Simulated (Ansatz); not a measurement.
# From PBE to G0W0: NaF (Villiaumite)

Wanted: the gap of NaF (Villiaumite) with a many-body correction, and the time that it takes.

Program: Ansatz 0.2.0. Level of theory: PBE, then G0W0 on it, plane waves, PAW. Results are calculated unless marked as measured.

The database entry behind the starting cell differs from later determinations by our own check (0.1 to 0.3 % short, probably kX units), so it need not match the best structure at ambient conditions.

## Step 1: Set-up

The structure is cubic, space group Fm-3m (No. 225). The conventional cell has a = 4.620 Å, b = 4.620 Å, c = 4.620 Å, α = 90.00°, β = 90.00°, γ = 90.00°. Na has 6 F at 2.31 Å nearest. Nearest to F lie 6 Na at 2.31 Å. Farther neighbours and most contacts between anions are not listed.

The cell and positions come from the Crystallography Open Database and are kept as given unless a step says otherwise.

## Step 2: The PBE band structure

Levels along a band path and on the mesh show where this functional puts the band edges.

This step: DFT, PBE, plane waves, PAW; PAW set soft_1.

The input, input.yaml:

```yaml
crystal:
  lattice:
    - [0.0, 2.31, 2.31]
    - [2.31, 0.0, 2.31]
    - [2.31, 2.31, 0.0]
  atoms:
    - { symbol: Na, position: [0.0, 0.0, 0.0] }
    - { symbol: F, position: [0.5, 0.5, 0.5] }
kpoints:
  mp_grid: { grid: [8, 8, 8] }
  band_path:
    path:
      - [[0.0, 0.0, 0.0], [0.5, 0.0, 0.5], [0.625, 0.25, 0.625]]
      - [[0.375, 0.375, 0.75], [0.0, 0.0, 0.0], [0.5, 0.5, 0.5], [0.5, 0.25, 0.75], [0.5, 0.0, 0.5]]
    npoints: 10
hamiltonian:
  xc: pbe
  pseudopotentials: { kind: paw, azcp: { folder: soft_1 } }
scf:
  occupations: { method: fermi_dirac, width: 0.02 }
  n_extra_bands: 4
output:
  eigenvalues: true
```

Started as:

```console
$ ansatz run input.yaml --threads 24 --pin off --max-ram 82944MiB --backend cuda --events-out ev --progress --plain --runs-dir out --devices 1 --max-vram 78GiB
```

Numbers of over 12 decimals in the logs are rounded to 6 here.

Log:

```text
scf.n_extra_bands = 4 over 8 filled bands (N_el = 16.0): the run solves 12 bands
GPUs: using 1 of 1 available (devices: 1).
Engine: ansatz 0.2.0, aarch64-unknown-linux-gnu
Pseudopotentials: kind: paw
Pseudopotential: Na, paw, valence charge 9, recommended cutoff 420 eV (normal), soft_1/Na.paw.azcp
Pseudopotential: F, paw, valence charge 7, recommended cutoff 420 eV (normal), soft_1/F.paw.azcp
Functional definition: PBE
  parameter kappa = 0.804
  parameter beta = 0.066725
  exchange = pbe_x(kappa = kappa, mu = beta*pi^2/3)
  correlation = pbe_c(beta = beta)
device memory: the entry about to start is reckoned to put 0.6 GiB on a device that reports 182.4 GiB free (of which the cap on the GPU budget leaves the run 78.0 GiB)
GPU FFT provider: cuFFT
GPU libraries: cuBLAS 13.8.1, cuFFT 12.4.0, cuSOLVER 12.3.2
GPU matrix products: emulated (plane waves: as basis.precision tells), large ones in fixed point in workspaces of 1.00 GiB
Crystal: 2 atoms, lattice volume = 24.653 Å³
Basis set: ecut = 420 eV, 531 PW (Γ)
Bands: 12, of which v1, the nominal top of the filled ones, is band 8 counted from 1 (7 counted from 0)
Symmetry: 48 space group operations
Space group: Fm-3m (ITA 225), of the structure as read, at distance tolerance 2.9e-5 Å
k-points: 29 of 512
Non-local potential: Na, projectors of the file, l = 0: 3, l = 1: 2, l = 2: 1
Non-local potential: F, projectors of the file, l = 0: 2, l = 1: 2, l = 2: 1
PAW form: soft (Blöchl's): semilocal exchange-correlation on the pseudo side does not see the compensation charge
PAW one-centre angular grid: Na, 110 points (default); XC on 64 Gauss nodes
PAW one-centre angular grid: F, 110 points (default); XC on 64 Gauss nodes
Initial density: superposition of atomic densities (chi_scale 0.1, normalization cell, long waves kept (reshape's long-wave potential 0.00 eV rms))
Initial wavefunctions: pseudopotential atomic-orbital guess
GPU buffer pool allocated for 13824 grid points (all kernels)
GPU transforms: local potential and band sums: pruned to the plane-wave sphere, on 24×24×24
Functional: x = pbe(κ = 0.804, μ = 0.219515), c = pbe(β = 0.066725)
SCF iter   1: F=—  HF=-2299.952431 eV  |F-HF|=—  |Δ(HF+E_count)|=         —  Δρ=2.02e-1  dr2=7.16e0  ethr=3.10e-3  ⟨swp⟩=6.0  Hψ=2091  notcnv=0
preconditioner: auto → none  [insulator: Δε(μ)=3.139 eV  Ē_g=17.805 eV  σ=0.020 eV  W_gap=1.00  n_scr=8 (ndim 8)  ℏωp=21.2 eV  f_vac=0.000  D(μ)=0.00/eV (n_scr^D=0)  ε∞_Penn≈2.4]
SCF iter   2: F=—  HF=-2297.608278 eV  |F-HF|=—  |Δ(HF+E_count)|=    2.34e0  Δρ=4.55e-2  dr2=5.55e-1  ethr=3.10e-3  ⟨swp⟩=3.0  Hψ=1045  notcnv=0
SCF iter   3: F=—  HF=-2297.431486 eV  |F-HF|=—  |Δ(HF+E_count)|=   1.77e-1  Δρ=9.80e-3  dr2=2.11e-2  ethr=3.10e-3  ⟨swp⟩=2.8  Hψ=623  notcnv=0
SCF iter   4: F=—  HF=-2297.425010 eV  |F-HF|=—  |Δ(HF+E_count)|=   6.48e-3  Δρ=8.15e-4  dr2=1.49e-4  ethr=1.32e-4  ⟨swp⟩=2.1  Hψ=934  notcnv=0
SCF iter   5: F=—  HF=-2297.425045 eV  |F-HF|=—  |Δ(HF+E_count)|=   3.50e-5  Δρ=2.29e-4  dr2=5.45e-6  ethr=9.28e-7  ⟨swp⟩=2.5  Hψ=571  notcnv=0
SCF iter   6: F=—  HF=-2297.425086 eV  |F-HF|=—  |Δ(HF+E_count)|=   4.07e-5  Δρ=1.20e-4  dr2=2.75e-6  ethr=3.41e-8  ⟨swp⟩=2.0  Hψ=580  notcnv=0
SCF iter   7: F=-2297.425085 eV  HF=-2297.425085 eV  |F-HF|=2.21e-9  |Δ(HF+E_count)|=   3.39e-7  Δρ=9.41e-6  dr2=1.65e-8  ethr=6.25e-10  ⟨swp⟩=2.2  Hψ=1602  notcnv=0
SCF 1 converged in 7 iterations: F = -2297.425085 eV  dr2 = 1.65e-8
  greatest PAW one-centre occupation: 0.999 electrons in one spin orbital (limit 2), on the Na atom at site 0 (counted from 0), in its partial waves of l = 0
device memory: the entry about to start is reckoned to put 0.7 GiB on a device that reports 179.7 GiB free (of which the cap on the GPU budget leaves the run 78.0 GiB)
NSCF: frozen V_eff on 62 k-points, pencils in batches of 32, up to order 56
SCF converged after 7 iterations
Free energy (F): -2297.425085 eV
Harris-Foulkes:  -2297.425085 eV  (|F-HF|=2.21e-9)
Internal energy: -2297.425085 eV  (E = F + TS)
E sigma→0 (E₀):  -2297.425085 eV
Fermi energy:    4.184667 eV
--- Per-component energies (eV) ---
  E_band       = -233.909439
  E_kinetic    = 312.947771
  E_local      = -1846.045150  (includes V_loc(G=0)·N_el)
  E_nonlocal   = 365.680615
  E_hartree    = 626.481058
  E_xc         = -115.453995
  E_vxc        = -148.167703  (∫ρ·V_xc dr)
  E_paw        = -498.199201  (= ΣΔE_a)
  E_vpaw       = -171.283146  (= ΣTr[D̂ρ^β])
  E_aug_tail   = 0.000740  (compensation charges beyond the density's cutoff)
  E_ewald      = -1142.836923
  E_smearing   = -0.000000  (= −TS)
  E_closure    = 0.000000  (closes the sum)
  Σ components = -2297.425085   (vs F -2297.425085, Δ=0.00e0)
--- Band table (eV; the first three rows and the last of 29) ---
  k-point 0: bands = [... 4 lower, -17.9345, 0.9840, 0.9840, 0.9840, 7.3492, 20.0309, 20.0309, 20.0309]
  k-point 1: bands = [... 4 lower, -17.7164, 0.6871, 0.9459, 0.9459, 7.8977, 18.2967, 20.2723, 20.2723]
  k-point 2: bands = [... 4 lower, -17.4387, 0.0820, 0.8541, 0.8541, 9.2215, 16.2072, 20.8054, 20.8054]
  k-point 28: bands = [... 4 lower, -17.4756, 0.1040, 0.1040, 0.4073, 14.2734, 14.2734, 16.3101, 17.9638]
```

Run time: 1.5 s. Hardware: 1 × NVIDIA GB200 (shared by 2 runs) with 24 threads of Arm Neoverse V2, shared host; peak memory 0.93 GiB; 1.7 s of CPU time.

The column dr2 measures how far the density is from self-consistency, as an energy; F and HF (Harris–Foulkes) agree once it is small.

Numbers from this step:

```
filled bands         : 8
gap                  : 6.365 eV
valence top at       : Γ
conduction bottom at : Γ
least direct gap     : 6.365 eV
```

Over mesh and path the gap is 6.365 eV, direct, at k = Γ.

Electronic bands along the path, in eV, zero at the top of the highest nominally filled band; v1 is the highest filled band, c1 the lowest empty one:

| point | v4 | v3 | v2 | v1 | c1 | c2 | c3 | c4 |
| --- | --- | --- | --- | --- | --- | --- | --- | --- |
| Γ | -18.92 | 0.00 | 0.00 | 0.00 | 6.37 | 19.05 | 19.05 | 19.05 |
| halfway | -18.51 | -0.91 | -0.22 | -0.22 | 8.81 | 15.06 | 19.22 | 19.50 |
| X | -18.93 | -1.29 | -0.41 | -0.41 | 13.23 | 13.35 | 13.72 | 19.88 |
| halfway | -18.69 | -1.23 | -0.54 | -0.40 | 13.24 | 13.31 | 14.02 | 19.53 |
| U | -18.48 | -1.07 | -0.84 | -0.37 | 12.90 | 13.31 | 14.83 | 19.47 |
| jump to K | -18.48 | -1.07 | -0.84 | -0.37 | 12.90 | 13.31 | 14.83 | 19.47 |
| halfway | -18.37 | -1.02 | -0.33 | -0.17 | 9.01 | 14.79 | 18.35 | 21.00 |
| Γ | -18.92 | 0.00 | 0.00 | 0.00 | 6.37 | 19.05 | 19.05 | 19.05 |
| halfway | -18.42 | -0.90 | -0.13 | -0.13 | 8.24 | 15.22 | 19.82 | 19.82 |
| L | -18.15 | -1.60 | -0.26 | -0.26 | 10.85 | 12.56 | 20.21 | 20.21 |
| halfway | -18.29 | -1.32 | -0.58 | -0.34 | 11.86 | 12.80 | 17.24 | 19.08 |
| W | -18.46 | -0.88 | -0.88 | -0.58 | 13.29 | 13.29 | 15.33 | 16.98 |
| halfway | -18.61 | -1.17 | -0.55 | -0.49 | 13.25 | 13.33 | 14.30 | 18.51 |
| X | -18.93 | -1.29 | -0.41 | -0.41 | 13.23 | 13.35 | 13.72 | 19.88 |

The electronic bands as a text plot (rows in eV, shown from -8.0 to 12.4 only):

```
   11.9 |                  ++                        +++
   11.1 |         ++         ++                  ++++
   10.2 |        +             +               ++
    9.4 |       +               +             +
    8.5 |      +                 +          ++
    7.7 |   +++                   ++       +
    6.8 | ++                        ++  +++
    6.0 |+                            ++
    5.2 |
    4.3 |
    3.5 |
    2.6 |
    1.8 |
    0.9 |
    0.1 |*********         ****************************
   -0.8 |   ************************      ****      *************
   -1.6 |         ******                      **********      ***
   -2.5 |
   -3.3 |
   -4.2 |
   -5.0 |
   -5.9 |
   -6.7 |
   -7.6 |
         Γ           X  U|K            Γ         L        W     X
```

(Continued in part 2 of 2.)

[Paths, hosts, dates, memory and timing lines, banners, echoed tables and standing remarks are left out of the program output.]

[Logs are printed without paths, hosts, clocks, repeated set-up lines and the standing remarks that a program may print on its own settings, such as how far it seeks lower states.]

[Runs of the session that timed out or met a known fault of the program may be left out.]

[Cells called generated may have been cut or substituted from an entry of the Crystallography Open Database or the Materials Project.]

[Hosts, paths, dates, database ids (printed as entryN), source tags and the programs' standing remarks are cut or masked in the printed files.]

[Where an RPA ε∞ is given, it is that of the G0W0 mesh and is not shown converged in it. Names of k-points follow the symmetry that the program found, which can be lower than the space group named. Band edges on a path are those of the sampled points; other points can move an edge, and change direct to indirect where valleys lie close.]

[Hybrid gaps are those of their k-mesh and are not shown converged in it.]
